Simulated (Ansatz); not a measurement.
# Stack of 2H-MoS2 under Ta2NO2 MXene, unshifted in a perpendicular field, part 3 of 4

Aim: how the stack of 2H-MoS2 under Ta2NO2 MXene, unshifted screens a field along its normal, and what the field does to its bands. A positive field points along +c.

Ansatz 0.2.0; plane-wave DFT, PBEsol-D3(BJ), Ansatz PAW.

So far. Step 8 (Atoms held, field 0.3 V/Å): The dipole is 0.155 e·Å, 0.149 e·Å from its value without field.

### Step 9. Response, atoms held

This step: plane-wave DFT, PBEsol-D3(BJ), Ansatz PAW; response to a field along the normal, atoms held (Ansatz 0.2.0).

The dipoles give the slope, and the difference of two potentials shows where the field is screened.

This step gave:

```yaml
equivalent_conductor_thickness_p_eps_0ae: 10.86 Å
distance_between_the_outer_atoms: 10.70 Å
```

The dipole of the cell by applied field:

| applied field (V/Å) | dipole of the cell (e·Å) |
| --- | --- |
| -0.050 | -0.0193 |
| 0.000 | 0.00568 |
| 0.050 | 0.0306 |
| 0.100 | 0.0555 |
| 0.200 | 0.105 |
| 0.300 | 0.155 |

Local field over the applied field, running mean. From the potentials at -0.05 and 0.05 V/Å; running mean over 2.5 Å. The local field over applied field by z:

| z (Å) | local field over applied field |
| --- | --- |
| 4.5 | 0.999 |
| 5.0 | 0.997 |
| 5.5 | 0.990 |
| 6.0 | 0.972 |
| 6.5 | 0.922 |
| 7.0 | 0.819 |
| 7.5 | 0.663 |
| 8.0 | 0.488 |
| 8.5 | 0.312 |
| 9.0 | 0.169 |
| 9.5 | 0.0848 |
| 10.0 | 0.0503 |
| 10.5 | 0.0364 |
| 11.0 | 0.0432 |
| 11.5 | 0.0629 |
| 12.0 | 0.118 |
| 12.5 | 0.219 |
| 13.0 | 0.334 |
| 13.5 | 0.411 |
| 14.0 | 0.432 |
| 14.5 | 0.389 |
| 15.0 | 0.290 |
| 15.5 | 0.178 |
| 16.0 | 0.0896 |
| 16.5 | 0.0390 |
| 17.0 | 0.0201 |
| 17.5 | 0.0199 |
| 18.0 | 0.0287 |
| 18.5 | 0.0627 |
| 19.0 | 0.137 |
| 19.5 | 0.262 |
| 20.0 | 0.425 |
| 20.5 | 0.600 |
| 21.0 | 0.763 |
| 21.5 | 0.890 |
| 22.0 | 0.962 |
| 22.5 | 0.988 |
| 23.0 | 0.997 |
| 23.5 | 0.999 |
| 24.0 | 1.000 |
| 24.5 | 1.000 |

Electrons, planar mean, per unit field. Induced electron density against z:

z (Å), induced electron density (e/Å³ per V/Å) and a bar from the least value:
```
      4.5    0.00000 ###############
      5.0    0.00001 ###############
      5.5    0.00004 ###############
      6.0    0.00013 ###############
      6.5    0.00037 ################
      7.0    0.00102 ###################
      7.5    0.00240 #########################
      8.0    0.00363 ##############################
      8.5    0.00200 #######################
      9.0    0.00094 ###################
      9.5    0.00032 ################
     10.0   -0.00045 #############
     10.5    0.00009 ###############
     11.0    0.00021 ###############
     11.5    0.00006 ###############
     12.0   -0.00075 ###########
     12.5   -0.00120 #########
     13.0   -0.00292 ##
     13.5   -0.00172 #######
     14.0    0.00058 #################
     14.5    0.00271 ##########################
     15.0    0.00151 #####################
     15.5    0.00147 #####################
     16.0    0.00004 ###############
     16.5    0.00020 ###############
     17.0    0.00050 #################
     17.5   -0.00008 ##############
     18.0   -0.00051 ############
     18.5   -0.00043 #############
     19.0   -0.00007 ##############
     19.5   -0.00204 ######
     20.0   -0.00244 ####
     20.5   -0.00341 
     21.0   -0.00159 ########
     21.5   -0.00052 ############
     22.0   -0.00015 ##############
     22.5   -0.00004 ##############
     23.0   -0.00001 ##############
     23.5    0.00000 ###############
     24.0    0.00000 ###############
     24.5    0.00000 ###############
```

By hand: between -0.05 and 0.05 V/Å the dipole changes by 0.04984 e·Å, a slope of 0.4984 e·Å²/V. A perfect conductor of thickness t has p = ε₀AEt, so t = 180.95 × 0.4984 / 8.298 = 10.87 Å (e/ε₀ = 180.95 V·Å, A in Å²).

The induced dipole is that of a conductor 10.86 Å thick.

### Step 10. Field on, atoms free, field 0.1 V/Å

This step: plane-wave DFT, PBEsol-D3(BJ), Ansatz PAW (Ansatz 0.2.0).

Now the atoms may follow the field. A weak field makes forces of meV/Å to tens of meV/Å, so the force tolerance is set well below the usual one.

Contents of input.yaml:

```yaml
crystal:
  lattice:
    - [3.0953660279, 0.0, 0.0]
    - [-1.5476830139, 2.6806656141, 0.0]
    - [0.0, 0.0, 28.7040559926]
  atoms:
    - { symbol: S, position: [0.3333333333, 0.6666666667, 0.3135445389] }
    - { symbol: Mo, position: [0.0, 0.0, 0.3682846617] }
    - { symbol: S, position: [0.3333333333, 0.6666666667, 0.4229186851] }
    - { symbol: O, position: [0.3333333333, 0.6666666667, 0.5289957791] }
    - { symbol: Ta, position: [0.6666666667, 0.3333333333, 0.5664464209] }
    - { symbol: "N", position: [0.0, 0.0, 0.6076276179] }
    - { symbol: Ta, position: [0.3333333333, 0.6666666667, 0.6488070591] }
    - { symbol: O, position: [0.6666666667, 0.3333333333, 0.6864554611] }
kpoints:
  mp_grid: { grid: [12, 12, 1] }
hamiltonian:
  xc: pbesol
  dispersion: d3bj
scf:
  occupations: { method: fermi_dirac, width: 0.02585 }
  convergence: { dr2_threshold: 1.0e-10 }
efield:
  axis: 3
  dipole_correction: true
  ramp_position: 0.97
  ramp_width: 0.06
  amplitude: 0.1
relax:
  f_tol: 0.001
  max_steps: 60
output:
  write_potential: true
  write_density: true
  volumetric_format: npy
```

Run with:

```sh
> ansatz run input.yaml --threads 4 --pin off --max-ram 6144MiB --backend cpu --events-out ev --progress --plain --runs-dir out
```

Numbers of over 12 decimals in the logs are rounded to 6 here.

What it wrote:

```text
[...]
Crystal: 8 atoms, lattice volume = 238.176 Å³
Basis set: ecut = 420 eV, 4631 PW (Γ), exchange–correlation on 48×48×384 points (8 copies of the dense FFT grid, shifted against one another)
Bands: 43, of which v1, the nominal top of the filled ones, is band 35 counted from 1 (34 counted from 0)
Symmetry: 6 space group operations
[...]
k-points: 19 of 144 (time reversal used)
[...]
SCF iter   1: F=—  HF=-27795.666072 eV  |F-HF|=—  |Δ(HF+E_count)|=         —  Δρ=8.69e-2  dr2=2.19e1  ethr=3.10e-3  p=0.058 e·Å  D=4.44e-2 V/Å  ΔV_dip=-1.27 eV  dr2_dipole=1.32e-1  V_vac-E_F(+/−)=7.26/5.90 eV  ⟨swp⟩=9.1  Hψ=4400  notcnv=0
[...]
SCF iter  17: F=-27789.920423 eV  HF=-27789.920423 eV  |F-HF|=1.62e-9  |Δ(HF+E_count)|=   1.89e-8  Δρ=1.84e-7  dr2=5.72e-11  ethr=1.00e-12  p=0.056 e·Å  D=4.22e-2 V/Å  ΔV_dip=-1.21 eV  dr2_dipole=1.04e-12  V_vac-E_F(+/−)=5.96/4.54 eV  ⟨swp⟩=7.8  Hψ=5814  notcnv=0
SCF 1 converged in 17 iterations: F = -27789.920423 eV  dr2 = 5.72e-11
[...]
relax step   1: F+E_penalty+E_count = -27789.92042259 eV  Δ(F+E_penalty+E_count) = +0.000e0 eV  max|allowed force component| = 4.357e-2 eV/Å  Δτ_max = 0.0000 Å  (17 SCF iters, accepted)
[...]
SCF iter  10: F=-27789.920478 eV  HF=-27789.920478 eV  |F-HF|=7.49e-10  |Δ(HF+E_count)|=   4.67e-9  Δρ=1.52e-7  dr2=3.40e-11  ethr=1.00e-12  p=0.057 e·Å  D=4.33e-2 V/Å  ΔV_dip=-1.24 eV  dr2_dipole=5.95e-16  V_vac-E_F(+/−)=5.94/4.56 eV  ⟨swp⟩=9.0  Hψ=5214  notcnv=0
SCF 2 converged in 10 iterations: F = -27789.920478 eV  dr2 = 3.40e-11
relax step   2: F+E_penalty+E_count = -27789.92047841 eV  Δ(F+E_penalty+E_count) = -5.582e-5 eV  max|allowed force component| = 1.305e-2 eV/Å  Δτ_max = 0.0030 Å  (10 SCF iters, accepted)
SCF iter   1: F=—  HF=-27789.920246 eV  |F-HF|=—  |Δ(HF+E_count)|=         —  Δρ=2.08e-4  dr2=9.50e-5  ethr=3.81e-6  p=0.057 e·Å  D=4.33e-2 V/Å  ΔV_dip=-1.24 eV  dr2_dipole=4.67e-7  V_vac-E_F(+/−)=5.94/4.56 eV  ⟨swp⟩=2.1  Hψ=1566  notcnv=0  defer=29
[...]
SCF iter  11: F=-27789.920485 eV  HF=-27789.920485 eV  |F-HF|=1.35e-10  |Δ(HF+E_count)|=  4.15e-10  Δρ=5.26e-8  dr2=1.56e-11  ethr=1.00e-12  p=0.057 e·Å  D=4.31e-2 V/Å  ΔV_dip=-1.24 eV  dr2_dipole=4.43e-12  V_vac-E_F(+/−)=5.94/4.55 eV  ⟨swp⟩=8.5  Hψ=4806  notcnv=0
SCF 3 converged in 11 iterations: F = -27789.920485 eV  dr2 = 1.56e-11
relax step   3: F+E_penalty+E_count = -27789.92048527 eV  Δ(F+E_penalty+E_count) = -6.860e-6 eV  max|allowed force component| = 2.045e-3 eV/Å  Δτ_max = 0.0025 Å  (11 SCF iters, accepted)
SCF iter   1: F=—  HF=-27789.920222 eV  |F-HF|=—  |Δ(HF+E_count)|=         —  Δρ=8.14e-5  dr2=1.32e-5  ethr=2.14e-7  p=0.057 e·Å  D=4.31e-2 V/Å  ΔV_dip=-1.24 eV  dr2_dipole=2.60e-9  V_vac-E_F(+/−)=5.94/4.55 eV  ⟨swp⟩=2.6  Hψ=1526  notcnv=0  defer=28
[...]
SCF iter  10: F=-27789.920486 eV  HF=-27789.920486 eV  |F-HF|=2.18e-11  |Δ(HF+E_count)|=  8.91e-10  Δρ=7.90e-8  dr2=5.80e-11  ethr=1.00e-12  p=0.057 e·Å  D=4.31e-2 V/Å  ΔV_dip=-1.24 eV  dr2_dipole=4.53e-12  V_vac-E_F(+/−)=5.94/4.55 eV  ⟨swp⟩=7.5  Hψ=5444  notcnv=0
SCF 4 converged in 10 iterations: F = -27789.920486 eV  dr2 = 5.80e-11
relax step   4: F+E_penalty+E_count = -27789.92048617 eV  Δ(F+E_penalty+E_count) = -8.954e-7 eV  max|allowed force component| = 4.229e-4 eV/Å  Δτ_max = 0.0010 Å  (10 SCF iters, accepted)
[...]
the band table was solved once a step of the walk had ended and its energy, with any forces and stress, was formed, with the checks that follow a solve (4895 applications of the Hamiltonian). They found nothing against the state; the energy, forces and stress were not computed again (output.eigenvalues in the input reference)
[...]
SCF converged after 10 iterations
Free energy (F): -27789.920486 eV
[...]
Internal energy: -27789.913900 eV  (E = F + TS)
E sigma→0 (E₀):  -27789.917193 eV
Entropy (-TS):   -0.006587 eV (-0.823 meV/atom)
Fermi energy:    3.467069 eV
Dipole field:    D = 0.043118 V/Å  (p = 0.056754 e·Å, saw-weighted, corrected)
Work function:   not extracted (applied field tilts the vacuum); planar V_es + V_field profile in the machine report
[...]
--- Forces (eV/Å), atoms counted from 1 ---
  atom   1  S      0.00000000    -0.00000000     0.00009005
  atom   2  Mo    -0.00000000    -0.00000000    -0.00003674
  atom   3  S      0.00000000    -0.00000000    -0.00006367
  atom   4  O      0.00000000     0.00000000    -0.00027988
  atom   5  Ta    -0.00000000     0.00000000     0.00009272
  atom   6  N      0.00000000     0.00000000     0.00042263
  atom   7  Ta     0.00000000    -0.00000000    -0.00016546
  atom   8  O      0.00000000    -0.00000000    -0.00006168
  max |Σ_I F_I| component: 2.03e-6 eV/Å
--- Band table (eV; the first three rows and the last of 19) ---
  k-point 0: bands = [... 31 lower, 1.4396, 2.1214, 2.1214, 2.5927, 3.0617, 4.8530, 4.8530, 5.4301, ... 4 higher]
  k-point 1: bands = [... 31 lower, 1.6925, 2.1373, 2.4311, 2.5711, 3.0881, 4.9455, 4.9690, 5.4818, ... 4 higher]
  k-point 2: bands = [... 31 lower, 1.6828, 1.8714, 2.3903, 3.0573, 3.4444, 5.1122, 5.1679, 5.2851, ... 4 higher]
  k-point 18: bands = [... 31 lower, 0.5574, 2.8119, 3.4907, 3.5080, 3.5172, 4.7957, 5.7288, 6.0020, ... 4 higher]
--- Relaxed structure (4 steps of the walk, 4 accepted, 0 SCFs on fresh bases) ---
  F+E_penalty+E_count = -27789.92048617 eV   max|allowed force component| = 4.229e-4 eV/Å
  atoms:
    - { symbol: S, position: [0.333333, 0.666667, 0.313549] }
    - { symbol: Mo, position: [-1.850522285331369e-17, -2.313115212473929e-17, 0.368282] }
    - { symbol: S, position: [0.333333, 0.666667, 0.422928] }
    - { symbol: O, position: [0.333333, 0.666667, 0.528941] }
    - { symbol: Ta, position: [0.666667, 0.333333, 0.566454] }
    - { symbol: N, position: [-1.8491069821467364e-17, -2.3116999092892963e-17, 0.607649] }
    - { symbol: Ta, position: [0.333333, 0.666667, 0.648846] }
    - { symbol: O, position: [0.666667, 0.333333, 0.686430] }
```

The job ended after 25 s (4 threads of Arm Neoverse V1, shared host; peak memory 0.65 GiB; 98 s of CPU time).

Hardly anything moved in the relaxation; the energy changed by under 0.2 meV an atom.

This step gave:

| Property | Result |
| --- | --- |
| energy at zero smearing | -27789.9172 eV |
| dipole along the normal | 0.05675 e·Å |

The relaxation took 4 steps and lowered the energy by 6.4e-5 eV; the largest force on the free atoms ends at 4.2e-4 eV/Å.

The dipole is 0.0568 e·Å, 0.0511 e·Å from its value without field.

### Step 11. Relaxing in the field, field -0.1 V/Å

The opposite sign, again from the field-free geometry; the difference of the two cancels what relaxes without a field.

input.yaml, as its differences from that of step 10:

```diff
@@ -27,3 +27,3 @@
   ramp_width: 0.06
-  amplitude: 0.1
+  amplitude: -0.1
 relax:
```

What it wrote:

```text
[...]
Crystal: 8 atoms, lattice volume = 238.176 Å³
Basis set: ecut = 420 eV, 4631 PW (Γ), exchange–correlation on 48×48×384 points (8 copies of the dense FFT grid, shifted against one another)
Bands: 43, of which v1, the nominal top of the filled ones, is band 35 counted from 1 (34 counted from 0)
Symmetry: 6 space group operations
[...]
atoms:
    - { symbol: S, position: [0.333333, 0.666667, 0.313472] }
[...]
- { symbol: S, position: [0.333333, 0.666667, 0.422848] }
    - { symbol: O, position: [0.333333, 0.666667, 0.529052] }
    - { symbol: Ta, position: [0.666667, 0.333333, 0.566449] }
    - { symbol: N, position: [-1.849455487335544e-17, -2.312048414478104e-17, 0.607643] }
    - { symbol: Ta, position: [0.333333, 0.666667, 0.648832] }
    - { symbol: O, position: [0.666667, 0.333333, 0.686561] }
[key lines of the parts left out:]
SCF converged after 9 iterations
Free energy (F): -27789.919351 eV
Fermi energy:    3.370687 eV
Dipole field:    D = -0.034539 V/Å  (p = -0.045462 e·Å, saw-weighted, corrected)
```

The job ended after 27 s (4 threads; peak memory 0.65 GiB; 1.8 min of CPU time).

Hardly anything moved in the relaxation; the energy changed by under 0.2 meV an atom.

This step gave:

* energy at zero smearing: -27789.9160 eV
* dipole along the normal: -0.04546 e·Å

The relaxation took 4 steps and lowered the energy by 7.3e-5 eV; the largest force on the free atoms ends at 4.5e-4 eV/Å.

The dipole is -0.0455 e·Å, -0.0511 e·Å from its value without field.

### Step 12. Response, atoms relaxed

This step: plane-wave DFT, PBEsol-D3(BJ), Ansatz PAW; response to a field along the normal, atoms relaxed (Ansatz 0.2.0).

The same analysis on the two relaxed runs holds the ionic part too; their mesh is coarser, so small differences from the held value can come from that.

This step gave:

* equivalent conductor thickness p/(ε₀AE): 11.15 Å
* distance between the outer atoms: 10.71 Å

Dipole of the cell against applied field:

| applied field (V/Å) | dipole of the cell (e·Å) |
| --- | --- |
| -0.1000 | -0.0455 |
| 0.1000 | 0.0568 |

Local field over the applied field, running mean. From the potentials at -0.1 and 0.1 V/Å; running mean over 2.5 Å. The local field over applied field by z:

| z (Å) | local field over applied field |
| --- | --- |
| 4.5 | 0.999 |
| 5.0 | 0.997 |
| 5.5 | 0.991 |
| 6.0 | 0.975 |
| 6.5 | 0.938 |
| 7.0 | 0.889 |
| 7.5 | 0.697 |
| 8.0 | 0.471 |
| 8.5 | 0.318 |
| 9.0 | 0.213 |
| 9.5 | -0.0225 |
| 10.0 | -0.0288 |
| 10.5 | 0.0818 |
| 11.0 | 0.0149 |
| 11.5 | -0.0824 |
| 12.0 | 0.129 |
| 12.5 | 0.254 |
| 13.0 | 0.288 |
| 13.5 | 0.336 |
| 14.0 | 0.515 |
| 14.5 | 0.468 |
| 15.0 | 0.265 |
| 15.5 | 0.151 |
| 16.0 | 0.145 |
| 16.5 | 0.00285 |
| 17.0 | -0.0635 |
| 17.5 | -0.0171 |
| 18.0 | -0.107 |
| 18.5 | 0.0316 |
| 19.0 | 0.173 |
| 19.5 | 0.199 |
| 20.0 | 0.387 |
| 20.5 | 0.673 |
| 21.0 | 0.725 |
| 21.5 | 0.783 |
| 22.0 | 0.949 |
| 22.5 | 0.987 |
| 23.0 | 0.996 |
| 23.5 | 0.999 |
| 24.0 | 1.000 |
| 24.5 | 1.000 |

Electrons, planar mean, per unit field. Induced electron density against z:

z (Å), induced electron density (e/Å³ per V/Å) and a bar from the least value:
```
      4.5     0.0000 ##################
      5.0     0.0000 ##################
      5.5     0.0000 ##################
      6.0     0.0001 ##################
      6.5     0.0003 ##################
      7.0     0.0008 ##################
      7.5     0.0015 ###################
      8.0    -0.0003 #################
      8.5    -0.0025 ################
      9.0    -0.0005 #################
      9.5     0.0013 ##################
     10.0    -0.0113 ##########
     10.5    -0.0026 ################
     11.0     0.0125 ##########################
     11.5    -0.0009 #################
     12.0     0.0009 ##################
     12.5     0.0017 ###################
     13.0     0.0024 ###################
     13.5    -0.0001 ##################
     14.0     0.0022 ###################
     14.5     0.0124 ##########################
     15.0     0.0162 #############################
     15.5    -0.0195 ####
     16.0    -0.0068 #############
     16.5     0.0000 ##################
     17.0     0.0004 ##################
     17.5    -0.0003 #################
     18.0    -0.0028 ################
     18.5     0.0003 ##################
     19.0     0.0137 ###########################
     19.5     0.0184 ##############################
     20.0    -0.0261 
     20.5    -0.0109 ##########
     21.0    -0.0026 ################
     21.5    -0.0007 #################
     22.0    -0.0002 #################
     22.5     0.0000 ##################
     23.0     0.0000 ##################
     23.5     0.0000 ##################
```

The induced dipole is that of a conductor 11.15 Å thick.

### Step 13. Varying the input

This step: plane-wave DFT, PBEsol-D3(BJ), Ansatz PAW (Ansatz 0.2.0).

A run with a changed input: it repeats the earlier run at 0.05 V/Å with efield.dipole_correction from true to false.

input.yaml, as its differences from that of step 11:

```diff
@@ -15,3 +15,6 @@
 kpoints:
-  mp_grid: { grid: [12, 12, 1] }
+  mp_grid: { grid: [18, 18, 1] }
+  band_path:
+    path: [[0, 0, 0], [0.5, 0, 0], [0.33333333, 0.33333333, 0], [0, 0, 0]]
+    npoints: 16
 hamiltonian:
@@ -24,9 +27,6 @@
   axis: 3
-  dipole_correction: true
+  dipole_correction: false
   ramp_position: 0.97
   ramp_width: 0.06
-  amplitude: -0.1
-relax:
-  f_tol: 0.001
-  max_steps: 60
+  amplitude: 0.05
 output:
```

What it wrote:

```text
[...]
Crystal: 8 atoms, lattice volume = 238.176 Å³
Basis set: ecut = 420 eV, 4631 PW (Γ)
Bands: 43, of which v1, the nominal top of the filled ones, is band 35 counted from 1 (34 counted from 0)
Symmetry: 6 space group operations
[...]
k-points: 37 of 324 (time reversal used)
[...]
SCF iter   1: F=—  HF=-27789.983307 eV  |F-HF|=—  |Δ(HF+E_count)|=         —  Δρ=9.57e-3  dr2=5.05e-1  ethr=1.77e-3  p=-0.025 e·Å  V_vac-E_F(+/−)=6.00/4.64 eV  ⟨swp⟩=11.2  Hψ=9095  notcnv=0
[...]
SCF iter  16: F=-27789.925836 eV  HF=-27789.925836 eV  |F-HF|=7.28e-11  |Δ(HF+E_count)|=  8.73e-11  Δρ=6.07e-8  dr2=4.14e-11  ethr=1.00e-12  p=0.049 e·Å  V_vac-E_F(+/−)=5.92/4.70 eV  ⟨swp⟩=11.9  Hψ=4674  notcnv=0
SCF 1 converged in 16 iterations: F = -27789.925836 eV  dr2 = 4.14e-11
[...]
SCF converged after 16 iterations
Free energy (F): -27789.925836 eV
[...]
Internal energy: -27789.922785 eV  (E = F + TS)
E sigma→0 (E₀):  -27789.924311 eV
Entropy (-TS):   -0.003052 eV (-0.381 meV/atom)
Fermi energy:    3.412957 eV
Dipole field:    D = 0.037365 V/Å  (p = 0.049181 e·Å, saw-weighted)
Work function:   not extracted (applied field tilts the vacuum); planar V_es + V_field profile in the machine report
[...]
--- Band table (eV; the first three rows and the last of 37) ---
  k-point 0: bands = [... 31 lower, 1.4397, 2.1121, 2.1121, 2.5932, 3.0552, 4.8480, 4.8480, 5.4234, ... 4 higher]
  k-point 1: bands = [... 31 lower, 1.5980, 2.1455, 2.2603, 2.5855, 3.0485, 4.8872, 4.9039, 5.4479, ... 4 higher]
  k-point 2: bands = [... 31 lower, 1.7477, 2.0608, 2.5397, 2.6167, 3.1644, 5.0220, 5.0316, 5.4889, ... 4 higher]
  k-point 36: bands = [... 31 lower, 0.5576, 2.8123, 3.4838, 3.4956, 3.5120, 4.7959, 5.7288, 5.9977, ... 4 higher]
```

Elapsed: 25 s, on 4 threads; peak memory 0.81 GiB.

| quantity | this run | earlier run | difference |
| --- | --- | --- | --- |
| dipole along the normal (e·Å) | 0.04918 | 0.03058 | 0.019 |

With the dipole correction off, the periodic images add a field of their own to the typed one.

It moves by +0.0186 e·Å.

These numbers are not those of the isolated slab.

(Part 3 of 4 ends here.)

[Logs are printed without paths, hosts, clocks, repeated set-up lines and the standing remarks that a program may print on its own settings, such as how far it seeks lower states.]

[Hosts, paths, dates, database ids (printed as entryN), source tags and the programs' standing remarks are cut or masked in the printed files.]

[Maps of the electrostatic potential energy from Ansatz leave out the sawtooth potential of an applied field or a dipole correction, so their vacuum need not be flat; planar profiles and work functions include it.]
